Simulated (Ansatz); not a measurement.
# From PBE to G0W0: KBr (Fm-3m), part 2 of 2

Aim: the quasiparticle gap of KBr (Fm-3m), starting from PBE.

Ansatz 0.2.0; PBE, then G0W0 on it, plane waves, PAW. Known limits of the many-body steps: finite bands, screening cutoff and k mesh; no spin-orbit coupling in G0W0.

So far. Step 2 (Bands along the symmetry lines): Over mesh and path the gap is 4.436 eV, direct, at k = Γ. Step 3 (The quasiparticle correction): Over all 8 irreducible mesh points the G0W0 gap is 7.050 eV, direct, at k = Γ. The PBE gap of this run on the mesh is 4.435 eV. The two states that bound the G0W0 gap lie that far apart at the start, so the correction of the gap is 7.050 − 4.435 = +2.615 eV. The start of this run differs from the step before in mesh (6×6×6 and 4×4×4).

In doubt: masses and optical values from hybrid runs of this build are listed as unsure (in some of the runs), which bears on the screening that GW takes from such a start.

### 4. Spin-orbit coupling

This run has two-component orbitals with spin-orbit coupling.

This step: DFT, PBE with spin-orbit coupling, plane waves, PAW.

input.yaml

```yaml
crystal:
  lattice:
    - [0.0, 3.3, 3.3]
    - [3.3, 0.0, 3.3]
    - [3.3, 3.3, 0.0]
  atoms:
    - { symbol: K, position: [0.0, 0.0, 0.0] }
    - { symbol: Br, position: [0.5, 0.5, 0.5] }
kpoints:
  mp_grid: { grid: [6, 6, 6] }
  band_path:
    path:
      - [0.0, 0.0, 0.0]
      - [0.5, 0.0, 0.5]
      - [0.625, 0.25, 0.625]
      - [0.375, 0.375, 0.75]
      - [0.5, 0.5, 0.5]
      - [0.5, 0.25, 0.75]
    npoints: 1
hamiltonian:
  xc: pbe
scf:
  occupations: { method: fixed }
  n_extra_bands: 8
magnetization:
  noncollinear: true
  spin_orbit: true
output:
  eigenvalues: true
```

Launch:

```
> ansatz run input.yaml --threads 3 --pin off --max-ram 92160MiB --backend cuda --events-out ev --progress --plain --runs-dir out --devices 1 --max-vram 13GiB
```

Numbers of over 12 decimals in the logs are rounded to 6 here.

What it wrote:

```text
[...]
GPUs: using 1 of 1 available (devices: 1).
[...]
non-collinear run that drives no moment, with spin-orbit: no starting moment large enough to seed its density (crystal.atoms[].spin), no starting occupations that ask for one, no magnetisation constraint and no magnetic field, so the semilocal B_xc is pinned to zero
[...]
GPU FFT provider: cuFFT
GPU libraries: cuBLAS 13.8.2, cuFFT 12.4.0, cuSOLVER 12.3.4
Crystal: 2 atoms, lattice volume = 71.874 Å³
Basis set: ecut = 420 eV, 1411 PW (Γ)
Bands: 24, of which v1, the nominal top of the filled ones, is band 16 counted from 1 (15 counted from 0)
Symmetry: 48 space group operations + 48 with time reversal
[...]
k-points: 16 of 216
Projection manifold: j_resolved (fully-relativistic pseudo-atomic orbitals)
[...]
GPU buffer pool allocated for 32768 grid points (all kernels)
[...]
SCF iter   1: F=—  HF=-4325.514426 eV  |F-HF|=—  |Δ(HF+E_count)|=         —  Δρ=3.51e-2  dr2=1.46e0  dr2_m=0.00e0 (ungated)  ethr=3.10e-3  |M|=0.00e0 ∫|m|=0.00e0 μB  |m|>n=0.0e0 m-floor=0.0e0 τ_xc=0.0e0  β_m=0.30  ⟨swp⟩=5.8  Hψ=828  notcnv=0  defer=62
[...]
SCF iter   7: F=-4324.878861 eV  HF=-4324.878861 eV  |F-HF|=1.77e-9  |Δ(HF+E_count)|=   1.72e-8  Δρ=2.19e-6  dr2=5.08e-9  dr2_m=0.00e0 (ungated)  ethr=6.25e-10  |M|=0.00e0 ∫|m|=0.00e0 μB  |m|>n=0.0e0 m-floor=0.0e0 τ_xc=0.0e0  ⟨swp⟩=11.8  Hψ=1169  notcnv=0
SCF 1 converged in 7 iterations: F = -4324.878861 eV  dr2 = 5.08e-9
[...]
SCF converged after 7 iterations
Magnetization: |M| = 0.0000 μB,  M = (+0.0000, +0.0000, +0.0000) μB
Absolute magnetization: 0.0000 μB (∫|m|)
  site 0: m = (+0.0000, +0.0000, +0.0000) μB, |m| = 0.0000 μB  (R = 1.36 Å)
  site 1: m = (+0.0000, +0.0000, +0.0000) μB, |m| = 0.0000 μB  (R = 1.36 Å)
Free energy (F): -4324.878861 eV
[...]
Internal energy: -4324.878861 eV  (E = F + TS)
E sigma→0 (E₀):  -4324.878861 eV
Fermi energy:    1.229487 eV
[...]
--- Band table (eV; the first three rows and the last of 16) ---
  k-point 0: bands = [... 12 lower, 1.2295, 1.2295, 1.2295, 1.2295, 5.5043, 5.5043, 8.6712, 8.6712, ... 4 higher]
  k-point 1: bands = [... 12 lower, 0.9815, 0.9815, 1.1370, 1.1370, 6.1606, 6.1606, 8.5329, 8.5329, ... 4 higher]
  k-point 2: bands = [... 12 lower, 0.7194, 0.7194, 0.9641, 0.9641, 7.2676, 7.2676, 8.7856, 8.7856, ... 4 higher]
  k-point 15: bands = [... 12 lower, 0.6056, 0.6056, 0.7499, 0.7499, 7.6639, 7.6639, 8.9924, 8.9924, ... 4 higher]
```

The job ended after 5.2 s (1 × NVIDIA H100 80GB HBM3 (shared by 6 runs) with 3 threads of AMD EPYC 7R13 (Zen 3), shared host; peak memory 0.93 GiB).

This step gave:

- gap: 4.275 eV
- valence top at: Γ
- conduction bottom at: Γ
- least direct gap: 4.275 eV

Over mesh and listed points the gap is 4.275 eV, direct, at k = Γ. PBE+SOC against PBE: 4.275 − 4.436 = −0.161 eV, with the same mesh, set of files (read in its fully relativistic form for the spin-orbit run) and cutoff, and both edges at the same k points. The spin-orbit run sees mesh and listed points alone, so its gap is an upper bound: the coupling can move an edge off these points, and the change over the zone, its sign included where it is small, is not known.

### 5. Side by side

Each gap is the least one over the points named; times are wall times on shared hosts, not benchmarks. A G0W0 time includes the run's own self-consistent start. Runs with listed points see these and the mesh alone, so an edge that moves elsewhere is missed. Rows marked * are further runs, not shown as steps, whose inputs differ from the G0W0 step on the same start in the columns given; solver thresholds can differ too.

| level | mesh | files, cutoff | bands summed, screening | points | gap (eV) | valence top | conduction bottom | least direct gap (eV) | time |
| --- | --- | --- | --- | --- | --- | --- | --- | --- | --- |
| PBE | 6×6×6 | soft_2 PAW, 420 eV | - | mesh and path | 4.436 | Γ | Γ | 4.436 | 9.4 s |
| PBE+SOC | 6×6×6 | soft_2 PAW, 420 eV | - | mesh and listed points | 4.275 | Γ | Γ | 4.275 | 5.2 s |
| G0W0@PBE* | 4×4×4 | soft_2 PAW, 420 eV | 83, 60 eV | all 8 irreducible mesh points | 6.659 | Γ | Γ | 6.659 | 7.4 s |
| G0W0@PBE* | 4×4×4 | soft_2 PAW, 420 eV | 222, 120 eV | all 8 irreducible mesh points | 6.932 | Γ | Γ | 6.932 | 12 s |
| G0W0@PBE | 4×4×4 | soft_2 PAW, 420 eV | 469, 200 eV | all 8 irreducible mesh points | 7.050 | Γ | Γ | 7.050 | 17 s |
| G0W0@PBE* | 4×4×4 | soft_2 PAW, 420 eV | 222, 120 eV, plasmon pole | all 8 irreducible mesh points | 6.936 | Γ | Γ | 6.936 | 13 s |

### 6. Summary of results

| Property | Result |
| --- | --- |
| PBE gap over mesh and path | 4.436 eV, direct, at k = Γ |
| G0W0@PBE gap over all 8 irreducible mesh points | 7.050 eV, direct, at k = Γ |
| PBE+SOC gap over mesh and listed points | 4.275 eV |
| GW settings | 4×4×4 mesh, 461 empty bands, screening to 200 eV |
| known limits | finite bands, screening cutoff and k mesh; no spin-orbit coupling in G0W0 |

What this shows: Over all 8 irreducible mesh points the G0W0 gap is 7.050 eV, direct, at k = Γ. The PBE gap of this run on the mesh is 4.435 eV. The two states that bound the G0W0 gap lie that far apart at the start, so the correction of the gap is 7.050 − 4.435 = +2.615 eV. The valence state moves by −0.979 − 1.070 = −2.049 eV and the conduction state by 6.071 − 5.505 = +0.566 eV, on the run's own scale; with 83 bands the edge states move by −1.543 and +0.681 eV, so the split between the edges depends on the bands and cutoff. Both edges that PBE shows over mesh and path lie at k points where levels were corrected. Levels at other points were not corrected, so a lower G0W0 gap elsewhere in the zone is not ruled out. From 83 bands and 60 eV to 469 bands and 200 eV the gap moves by 7.050 − 6.659 = +0.391 eV (rung by rung 6.659, 6.932, 7.050 eV); bands and screening cutoff rise together, so their parts are not told apart. A line in one over the bands through the two highest rungs gives 7.050 + (7.050 − 6.932) × 222 / (469 − 222) = 7.156 eV, and through the pair below 6.932 + (6.932 − 6.659) × 83 / (222 − 83) = 7.095 eV. The two differ by 0.061 eV, not under the 0.030 eV asked, so the law does not hold well over these rungs and the limit is not known. With the plasmon pole model in place of the contour deformation model and all else as in the G0W0@PBE row with 222 bands, the gap differs by 6.936 − 6.932 = +0.004 eV. G0W0 on other starts in this series, not shown as steps and not all at these settings: 7.480 eV on HSE06 (4×4×4, soft_2 PAW, 222 bands, 120 eV) and 6.730 eV on LDA (4×4×4, soft_2 PAW, 222 bands, 120 eV). PBE+SOC against PBE: 4.275 − 4.436 = −0.161 eV, with the same mesh, set of files (read in its fully relativistic form for the spin-orbit run) and cutoff, and both edges at the same k points. The spin-orbit run sees mesh and listed points alone, so its gap is an upper bound: the coupling can move an edge off these points, and the change over the zone, its sign included where it is small, is not known. What spin-orbit coupling does to the G0W0 levels was not computed, so no sum with the G0W0 gap is formed. The G0W0 runs are scalar-relativistic. No pair of G0W0 runs that differ in the mesh alone is shown (4×4×4 is a supercell whose nearest images lie 19 Å apart), so the error from the mesh is not known here. G0W0@PBE runs of this series with other atomic data on the same mesh, not shown as steps, give 6.919 eV (hard PAW, 680 eV, 227 bands, screening to 120 eV; the table's row with the same empty bands and screening cutoff has 6.932 eV); where bands and cutoffs differ too, the part of the files is not isolated.

[Paths, hosts, dates, memory and timing lines, banners, echoed tables and standing remarks are left out of the program output.]

[Logs are printed without paths, hosts, clocks, repeated set-up lines and the standing remarks that a program may print on its own settings, such as how far it seeks lower states.]

[Runs of the session that timed out or met a known fault of the program may be left out.]

[Cells called generated may have been cut or substituted from an entry of the Crystallography Open Database or the Materials Project.]

[Hosts, paths, dates, database ids (printed as entryN), source tags and the programs' standing remarks are cut or masked in the printed files.]

[Where an RPA ε∞ is given, it is that of the G0W0 mesh and is not shown converged in it. Names of k-points follow the symmetry that the program found, which can be lower than the space group named. Band edges on a path are those of the sampled points; other points can move an edge, and change direct to indirect where valleys lie close.]

[Hybrid gaps are those of their k-mesh and are not shown converged in it.]
